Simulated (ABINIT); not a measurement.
# GaP (F-43m): making up for missing bands, part 2 of 2

Aim: few bands, with and without a completion of the sum over empty states, for GaP (F-43m).

ABINIT 10.8.3; PBE and many-body steps on it, plane waves. Known limits of the many-body steps: short of the basis limit; no spin-orbit coupling; coarse k mesh.

So far. Step 3 (Screening, 4×4×4 mesh, 181 bands, screening to 228.6 eV): Local fields lower ε∞ by 8 %. On a Γ-centred mesh this coarse the value itself is usually too large, while a short band sum pulls it down. Step 4 (181 bands): The gap on the mesh goes from 1.65 eV to 2.27 eV, a correction of +0.62 eV.

### 6. 28 bands

This step: G0W0 on PBE, plane waves, norm-conserving pseudopotentials.

The input, run.abi:

```
acell 3*1.0 Angstrom
rprim 
  0.000000000000 2.725250000000 2.725250000000
  2.725250000000 0.000000000000 2.725250000000
  2.725250000000 2.725250000000 0.000000000000
ntypat 2
znucl 31 15
natom 2
typat 1 2
xred 
  0.000000000000 0.000000000000 0.000000000000
  0.250000000000 0.250000000000 0.250000000000
pp_dirpath "pseudos"
pseudos "Ga.upf, P.upf"
ecut 45
ngkpt 4 4 4
nshiftk 1
shiftk 0 0 0
kptopt 1
chksymbreak 0
istwfk *1
occopt 1
irdwfk 1
optdriver 4
nband 28
gwcalctyp 0
ecutsigx 45
symsigma 1
nkptgw 2
kptgw 
  0.0000000000 0.0000000000 0.0000000000
  0.5000000000 0.5000000000 0.0000000000
bdgw 
  11 17
  12 15
ecuteps 8.4
irdscr 1
ppmodel 1
indata_prefix "in"
outdata_prefix "out"
tmpdata_prefix "tmp"
```

On the command line:

```console
OMP_NUM_THREADS=1 mpirun -n 8 abinit run.abi > log
```

Standard output:

```text
.Version 10.8.3 of ABINIT. v10.8.2 released Aug 2026.

 Symmetries : space group F-4 3 m (#216); Bravais cF (face-center cubic)
[... echo of the input left out ...]
== DATASET  1 ==================================================================
-   mpi_nproc: 8, omp_nthreads: 1 (-1 if OMP is not activated)

--- !DatasetInfo
iteration_state: {dtset: 1, }
dimensions: {natom: 2, nkpt: 8, mband: 28, nsppol: 1, nspinor: 1, nspden: 1, mpw: 3972, }
cutoff_energies: {ecut:  45.0, pawecutdg:  -1.0, }
electrons: {nelect:   2.60000000E+01, charge:   0.00000000E+00, occopt:   1.00000000E+00, tsmear:   1.00000000E-02, }

 SIGMA: Calculation of the GW corrections

 Based on a program developped by R.W. Godby, V. Olevano, G. Onida, and L. Reining.
 Incorporated in ABINIT by V. Olevano, G.-M. Rignanese, and M. Torrent.
.Using double precision arithmetic ; gwpc =  8

[... cell and pseudopotentials left out ...]
--------------------------------------------------------------------------------

 ==== K-mesh for the wavefunctions ====
 Number of points in the irreducible wedge :     8
[... list of points left out ...]
 Together with 24 symmetry operations and time-reversal symmetry
 yields    64 points in the full Brillouin Zone.

 ==== Q-mesh for screening function ====
 Number of points in the irreducible wedge :     8
[... list of points left out ...]
 Together with 24 symmetry operations and time-reversal symmetry
 yields    64 points in the full Brillouin Zone.

 vcoul_init : cutoff-mode = AUXILIARY_FUNCTION
 q-points for optical limit:   1
     1)      0.000010    0.000020    0.000030
 setmesh: FFT mesh size selected  =    45x   45x   45
          total number of points  =        91125

 Number of electrons calculated from density =   26.0000; Expected =   26.0000
[...]
number of omega for Sigma on real axis              0
 max omega for Sigma on real axis  [eV]           0.00
 zcut for avoiding poles [eV]                     0.10

 EPSILON^-1 parameters (SCR file):
 dimension of the eps^-1 matrix on file            331
 dimension of the eps^-1 matrix used               331
 number of plane-waves for wavefunctions          3839
 number of bands                                    28
 number of q-points in IBZ                           8
 number of frequencies                               2
 number of real frequencies                          1
 number of imag frequencies                          1

 matrix elements of self-energy operator (all in [eV])

 Perturbative Calculation

--- !SelfEnergy_ee
iteration_state: {dtset: 1, }
kpoint     : [   0.000,    0.000,    0.000, ]
spin       : 1
KS_gap     :    1.809
QP_gap     :    2.758
Delta_QP_KS:    0.949
data: !SigmaeeData |
     Band     E0 <VxcDFT>   SigX SigC(E0)      Z dSigC/dE  Sig(E)    E-E0       E
       11   5.227 -13.290 -15.271   2.098   0.784  -0.276 -13.198   0.092   5.319
       12   5.227 -13.290 -15.271   2.098   0.784  -0.276 -13.198   0.092   5.319
       13   5.227 -13.290 -15.271   2.098   0.784  -0.276 -13.198   0.092   5.319
[...]
--- !SelfEnergy_ee
iteration_state: {dtset: 1, }
kpoint     : [   0.500,    0.500,    0.000, ]
spin       : 1
KS_gap     :    4.338
QP_gap     :    4.978
Delta_QP_KS:    0.640
data: !SigmaeeData |
     Band     E0 <VxcDFT>   SigX SigC(E0)      Z dSigC/dE  Sig(E)    E-E0       E
[...]
14   6.880  -9.776  -5.923  -3.200   0.810  -0.234  -9.247   0.529   7.409
       15   7.048 -10.956  -6.909  -3.130   0.804  -0.243 -10.218   0.737   7.785

== END DATASET(S) ==============================================================
================================================================================

 -outvars: echo values of variables after computation  --------
           etotal      0.0000000000E+00
            nband          28
             nkpt           8
          spgroup         216
 [... the other variables as echoed above ...]

 Calculation completed.
```

Elapsed: 25 s, on 8 MPI ranks of Arm Neoverse V2, shared host; peak memory 1.6 GiB; 82 s of CPU time.

Read from the output:

* G0W0 gap on the mesh: 2.09 eV
* starting gap on the mesh: 1.652 eV
* k of the valence top: 0, 0, 0
* k of the conduction bottom: 0.5, 0.5, 0
* Z at the valence top: 0.784
* Z at the conduction bottom: 0.81
* least direct G0W0 gap on the computed points: 2.758 eV

Against G0W0 in ABINIT (4×4×4 mesh, 181 bands, screening to 228.6 eV, Godby-Needs plasmon pole), the gap moves by −0.179 eV.

### 7. Screening, 4×4×4 mesh, 28 bands, screening to 228.6 eV

This step: RPA screening on PBE, plane waves, norm-conserving pseudopotentials.

Changes to run.abi since step 6:

```diff
@@ -23,17 +23,10 @@
 irdwfk 1
-optdriver 4
+optdriver 3
 nband 28
-gwcalctyp 0
-ecutsigx 45
-symsigma 1
-nkptgw 2
-kptgw 
-  0.0000000000 0.0000000000 0.0000000000
-  0.5000000000 0.5000000000 0.0000000000
-bdgw 
-  11 17
-  12 15
 ecuteps 8.4
-irdscr 1
-ppmodel 1
+inclvkb 2
+awtr 1
+symchi 1
+gwcomp 1
+gwencomp 2
 indata_prefix "in"
```

Standard output:

```text
.Version 10.8.3 of ABINIT. v10.8.2 released Aug 2026.

 Symmetries : space group F-4 3 m (#216); Bravais cF (face-center cubic)
[... echo of the input left out ...]
== DATASET  1 ==================================================================
-   mpi_nproc: 8, omp_nthreads: 1 (-1 if OMP is not activated)

--- !DatasetInfo
iteration_state: {dtset: 1, }
dimensions: {natom: 2, nkpt: 8, mband: 28, nsppol: 1, nspinor: 1, nspden: 1, mpw: 3972, }
cutoff_energies: {ecut:  45.0, pawecutdg:  -1.0, }
[...]
--------------------------------------------------------------------------------
[... chi0 elements left out ...]
 For q-point:  0.000010 0.000020 0.000030
  dielectric constant =  18.0485
  dielectric constant without local fields =  19.6710

  Average fulfillment of the sum rule on Im[epsilon] for q-point    1 :     89.78  [%]
[... wings left out ...]
  q-point number  2        q = ( 0.250000, 0.000000, 0.000000) [r.l.u.]
--------------------------------------------------------------------------------
[... chi0 elements left out ...]
  Average fulfillment of the sum rule on Im[epsilon] for q-point    2 :     90.30  [%]

 [... 6 further q-points ...]
```

Wall time 66 s (8 MPI ranks); peak memory 1.4 GiB.

Read from the output:

```
ε∞ with local fields, on this mesh    : 18.05
ε∞ without local fields, on this mesh : 19.67
plasma frequency                      : 29.76 eV
plane waves in the screening matrix   : 331
```

### 8. 28 bands, completed

This step: G0W0 on PBE, plane waves, norm-conserving pseudopotentials.

Changes to run.abi since step 7:

```diff
@@ -23,8 +23,17 @@
 irdwfk 1
-optdriver 3
+optdriver 4
 nband 28
+gwcalctyp 0
+ecutsigx 45
+symsigma 1
+nkptgw 2
+kptgw 
+  0.0000000000 0.0000000000 0.0000000000
+  0.5000000000 0.5000000000 0.0000000000
+bdgw 
+  11 17
+  12 15
 ecuteps 8.4
-inclvkb 2
-awtr 1
-symchi 1
+irdscr 1
+ppmodel 1
 gwcomp 1
```

Standard output:

```text
.Version 10.8.3 of ABINIT. v10.8.2 released Aug 2026.

 Symmetries : space group F-4 3 m (#216); Bravais cF (face-center cubic)
[... echo of the input left out ...]
== DATASET  1 ==================================================================
-   mpi_nproc: 8, omp_nthreads: 1 (-1 if OMP is not activated)

--- !DatasetInfo
iteration_state: {dtset: 1, }
dimensions: {natom: 2, nkpt: 8, mband: 28, nsppol: 1, nspinor: 1, nspden: 1, mpw: 3972, }
cutoff_energies: {ecut:  45.0, pawecutdg:  -1.0, }
[...]
Band     E0 <VxcDFT>   SigX SigC(E0)      Z dSigC/dE  Sig(E)    E-E0       E
[...]
14   6.880  -9.776  -5.923  -3.920   0.814  -0.228  -9.831  -0.055   6.825
       15   7.048 -10.956  -6.909  -4.007   0.808  -0.238 -10.923   0.032   7.080

== END DATASET(S) ==============================================================
================================================================================

 -outvars: echo values of variables after computation  --------
           etotal      0.0000000000E+00
            nband          28
             nkpt           8
          spgroup         216
 [... the other variables as echoed above ...]

 Calculation completed.
```

Run time: 47 s. Hardware: 8 MPI ranks; peak memory 1.6 GiB; 2.2 min of CPU time.

This step gave:

```yaml
g0w0_gap_on_the_mesh: 2.309 eV
starting_gap_on_the_mesh: 1.652 eV
k_of_the_valence_top: 0, 0, 0
k_of_the_conduction_bottom: 0.5, 0.5, 0
least_direct_g0w0_gap_on_the_computed_points: 2.615 eV
```

Against G0W0 in ABINIT (4×4×4 mesh, 181 bands, screening to 228.6 eV, Godby-Needs plasmon pole), the gap moves by +0.040 eV.

### 9. Screening, 4×4×4 mesh, 72 bands, screening to 228.6 eV

This step: RPA screening on PBE, plane waves, norm-conserving pseudopotentials.

Changes to run.abi since step 8:

```diff
@@ -23,19 +23,8 @@
 irdwfk 1
-optdriver 4
-nband 28
-gwcalctyp 0
-ecutsigx 45
-symsigma 1
-nkptgw 2
-kptgw 
-  0.0000000000 0.0000000000 0.0000000000
-  0.5000000000 0.5000000000 0.0000000000
-bdgw 
-  11 17
-  12 15
+optdriver 3
+nband 72
 ecuteps 8.4
-irdscr 1
-ppmodel 1
-gwcomp 1
-gwencomp 2
+inclvkb 2
+awtr 1
+symchi 1
 indata_prefix "in"
```

Standard output:

```text
.Version 10.8.3 of ABINIT. v10.8.2 released Aug 2026.

 Symmetries : space group F-4 3 m (#216); Bravais cF (face-center cubic)
[... echo of the input left out ...]
== DATASET  1 ==================================================================
-   mpi_nproc: 8, omp_nthreads: 1 (-1 if OMP is not activated)

--- !DatasetInfo
iteration_state: {dtset: 1, }
dimensions: {natom: 2, nkpt: 8, mband: 72, nsppol: 1, nspinor: 1, nspden: 1, mpw: 3972, }
cutoff_energies: {ecut:  45.0, pawecutdg:  -1.0, }
[...]
--------------------------------------------------------------------------------
[... chi0 elements left out ...]
 For q-point:  0.000010 0.000020 0.000030
  dielectric constant =  18.0966
  dielectric constant without local fields =  19.7079

  Average fulfillment of the sum rule on Im[epsilon] for q-point    1 :     36.32  [%]
[... wings left out ...]
  q-point number  2        q = ( 0.250000, 0.000000, 0.000000) [r.l.u.]
--------------------------------------------------------------------------------
[... chi0 elements left out ...]
  Average fulfillment of the sum rule on Im[epsilon] for q-point    2 :     43.08  [%]

 [... 6 further q-points ...]
```

Run time: 82 s. Hardware: 8 MPI ranks; peak memory 1.4 GiB; 5.2 min of CPU time.

Numbers from this step:

```yaml
eps_infinity_with_local_fields_on_this_mesh: 18.10
eps_infinity_without_local_fields_on_this_mesh: 19.71
plasma_frequency: 29.76 eV
plane_waves_in_the_screening_matrix: 331
```

### 10. 72 bands

This step: G0W0 on PBE, plane waves, norm-conserving pseudopotentials.

Changes to run.abi since step 9:

```diff
@@ -23,8 +23,17 @@
 irdwfk 1
-optdriver 3
+optdriver 4
 nband 72
+gwcalctyp 0
+ecutsigx 45
+symsigma 1
+nkptgw 2
+kptgw 
+  0.0000000000 0.0000000000 0.0000000000
+  0.5000000000 0.5000000000 0.0000000000
+bdgw 
+  11 17
+  12 15
 ecuteps 8.4
-inclvkb 2
-awtr 1
-symchi 1
+irdscr 1
+ppmodel 1
 indata_prefix "in"
```

Standard output:

```text
.Version 10.8.3 of ABINIT. v10.8.2 released Aug 2026.

 Symmetries : space group F-4 3 m (#216); Bravais cF (face-center cubic)
[... echo of the input left out ...]
== DATASET  1 ==================================================================
-   mpi_nproc: 8, omp_nthreads: 1 (-1 if OMP is not activated)

--- !DatasetInfo
iteration_state: {dtset: 1, }
dimensions: {natom: 2, nkpt: 8, mband: 72, nsppol: 1, nspinor: 1, nspden: 1, mpw: 3972, }
cutoff_energies: {ecut:  45.0, pawecutdg:  -1.0, }
[...]
Band     E0 <VxcDFT>   SigX SigC(E0)      Z dSigC/dE  Sig(E)    E-E0       E
[...]
14   6.880  -9.776  -5.923  -3.796   0.808  -0.237  -9.730   0.046   6.926
       15   7.048 -10.956  -6.909  -3.807   0.801  -0.248 -10.764   0.192   7.239

== END DATASET(S) ==============================================================
================================================================================

 -outvars: echo values of variables after computation  --------
           etotal      0.0000000000E+00
            nband          72
             nkpt           8
          spgroup         216
 [... the other variables as echoed above ...]

 Calculation completed.
```

It took 35 s on 8 MPI ranks; peak memory 1.5 GiB.

This step gave:

* G0W0 gap on the mesh: 2.183 eV
* starting gap on the mesh: 1.652 eV
* k of the valence top: 0, 0, 0
* k of the conduction bottom: 0.5, 0.5, 0
* least direct G0W0 gap on the computed points: 2.669 eV

Against G0W0 in ABINIT (4×4×4 mesh, 181 bands, screening to 228.6 eV, Godby-Needs plasmon pole), the gap moves by −0.086 eV.

### 11. Screening, 4×4×4 mesh, 72 bands, screening to 228.6 eV

This step: RPA screening on PBE, plane waves, norm-conserving pseudopotentials.

Changes to run.abi since step 10:

```diff
@@ -23,17 +23,10 @@
 irdwfk 1
-optdriver 4
+optdriver 3
 nband 72
-gwcalctyp 0
-ecutsigx 45
-symsigma 1
-nkptgw 2
-kptgw 
-  0.0000000000 0.0000000000 0.0000000000
-  0.5000000000 0.5000000000 0.0000000000
-bdgw 
-  11 17
-  12 15
 ecuteps 8.4
-irdscr 1
-ppmodel 1
+inclvkb 2
+awtr 1
+symchi 1
+gwcomp 1
+gwencomp 3
 indata_prefix "in"
```

Standard output:

```text
.Version 10.8.3 of ABINIT. v10.8.2 released Aug 2026.

 Symmetries : space group F-4 3 m (#216); Bravais cF (face-center cubic)
[... echo of the input left out ...]
== DATASET  1 ==================================================================
-   mpi_nproc: 8, omp_nthreads: 1 (-1 if OMP is not activated)

--- !DatasetInfo
iteration_state: {dtset: 1, }
dimensions: {natom: 2, nkpt: 8, mband: 72, nsppol: 1, nspinor: 1, nspden: 1, mpw: 3972, }
cutoff_energies: {ecut:  45.0, pawecutdg:  -1.0, }
[...]
--------------------------------------------------------------------------------
[... chi0 elements left out ...]
 For q-point:  0.000010 0.000020 0.000030
  dielectric constant =  18.1210
  dielectric constant without local fields =  19.7079

  Average fulfillment of the sum rule on Im[epsilon] for q-point    1 :    100.29  [%]
[... wings left out ...]
  q-point number  2        q = ( 0.250000, 0.000000, 0.000000) [r.l.u.]
--------------------------------------------------------------------------------
[... chi0 elements left out ...]
  Average fulfillment of the sum rule on Im[epsilon] for q-point    2 :    104.13  [%]

 [... 6 further q-points ...]
```

The job ended after 97 s (8 MPI ranks; peak memory 1.6 GiB).

This step gave:

```
ε∞ with local fields, on this mesh    : 18.12
ε∞ without local fields, on this mesh : 19.71
plasma frequency                      : 29.76 eV
plane waves in the screening matrix   : 331
```

### 12. 72 bands, completed

This step: G0W0 on PBE, plane waves, norm-conserving pseudopotentials.

Changes to run.abi since step 11:

```diff
@@ -23,8 +23,17 @@
 irdwfk 1
-optdriver 3
+optdriver 4
 nband 72
+gwcalctyp 0
+ecutsigx 45
+symsigma 1
+nkptgw 2
+kptgw 
+  0.0000000000 0.0000000000 0.0000000000
+  0.5000000000 0.5000000000 0.0000000000
+bdgw 
+  11 17
+  12 15
 ecuteps 8.4
-inclvkb 2
-awtr 1
-symchi 1
+irdscr 1
+ppmodel 1
 gwcomp 1
```

Standard output:

```text
.Version 10.8.3 of ABINIT. v10.8.2 released Aug 2026.

 Symmetries : space group F-4 3 m (#216); Bravais cF (face-center cubic)
[... echo of the input left out ...]
== DATASET  1 ==================================================================
-   mpi_nproc: 8, omp_nthreads: 1 (-1 if OMP is not activated)

--- !DatasetInfo
iteration_state: {dtset: 1, }
dimensions: {natom: 2, nkpt: 8, mband: 72, nsppol: 1, nspinor: 1, nspden: 1, mpw: 3972, }
cutoff_energies: {ecut:  45.0, pawecutdg:  -1.0, }
[...]
Band     E0 <VxcDFT>   SigX SigC(E0)      Z dSigC/dE  Sig(E)    E-E0       E
[...]
14   6.880  -9.776  -5.923  -4.051   0.809  -0.236  -9.936  -0.160   6.720
       15   7.048 -10.956  -6.909  -4.119   0.802  -0.247 -11.014  -0.058   6.989

== END DATASET(S) ==============================================================
================================================================================

 -outvars: echo values of variables after computation  --------
           etotal      0.0000000000E+00
            nband          72
             nkpt           8
          spgroup         216
 [... the other variables as echoed above ...]

 Calculation completed.
```

Run time: 45 s. Hardware: 8 MPI ranks; peak memory 1.5 GiB; 2.6 min of CPU time.

Numbers from this step:

| Quantity | Value |
| --- | --- |
| G0W0 gap on the mesh | 2.281 eV |
| starting gap on the mesh | 1.652 eV |
| k of the valence top | 0, 0, 0 |
| k of the conduction bottom | 0.5, 0.5, 0 |
| least direct G0W0 gap on the computed points | 2.606 eV |

Against G0W0 in ABINIT (4×4×4 mesh, 181 bands, screening to 228.6 eV, Godby-Needs plasmon pole), the gap moves by +0.012 eV.

### 13. Side by side

Times are wall times on 8 MPI ranks of Arm Neoverse V2, shared host, good to a factor of about two. A run's time includes the screening step that it read.

```csv
run,mesh,bands,screening cutoff (eV),DFT gap (eV),gap on the mesh (eV),direct (eV),ε∞ used,time
181 bands,4×4×4,181,228.6,1.652,2.269,2.651,18.15,54 s
28 bands,4×4×4,28,228.6,1.652,2.090,2.758,17.93,45 s
"28 bands, completed",4×4×4,28,228.6,1.652,2.309,2.615,18.05,1.9 min
72 bands,4×4×4,72,228.6,1.652,2.183,2.669,18.10,2 min
"72 bands, completed",4×4×4,72,228.6,1.652,2.281,2.606,18.12,2.4 min
```

### 14. Summary of results

| Property | Result |
| --- | --- |
| 181 bands | 2.269 eV |
| 28 bands | 2.090 eV |
| 28 bands, completed | 2.309 eV |
| 72 bands | 2.183 eV |
| 72 bands, completed | 2.281 eV |

**Reading.** 28 bands: −0.179 eV against 181 bands. 28 bands, completed: +0.040 eV against 181 bands. 72 bands: −0.086 eV against 181 bands. 72 bands, completed: +0.012 eV against 181 bands. The row with most bands is itself short of the limit, so it is no exact reference, and agreement of a truncated run with it can be a cancellation between the edges. The 4×4×4 mesh is coarse for this cell, which bears on the long-range parts of exchange and screening. The many-body steps are scalar-relativistic: spin-orbit coupling is not in them.

[Long decimals in the printed logs are rounded to 6 places.]

[Logs are printed without paths, hosts, clocks, repeated set-up lines and the standing remarks that a program may print on its own settings, such as how far it seeks lower states.]

[Paths, hosts, dates, memory and timing lines, banners, echoed tables and standing remarks are left out of the program output; an Ansatz launch command may be rebuilt from the run's recorded settings. Measured values are a selection of at most five: reports struck by readers or far from the other reports are left out. None is set beside runs whose start may be inverted or whose files or cutoffs have a known fault.]

[Runs of the session that timed out or met a known fault of the program may be left out.]

[Hosts, paths, dates, database ids (printed as entryN), source tags and the programs' standing remarks are cut or masked in the printed files.]

[G0W0 gaps are taken among the corrected bands and points alone; a level outside them can change the order at an edge.]

[Where Ansatz stands beside ABINIT at settings called matched, ABINIT's density can come from a denser mesh and the files from another edition; pairs whose starting gaps differed by over 0.03 eV were left out, so agreement reads better than it is.]
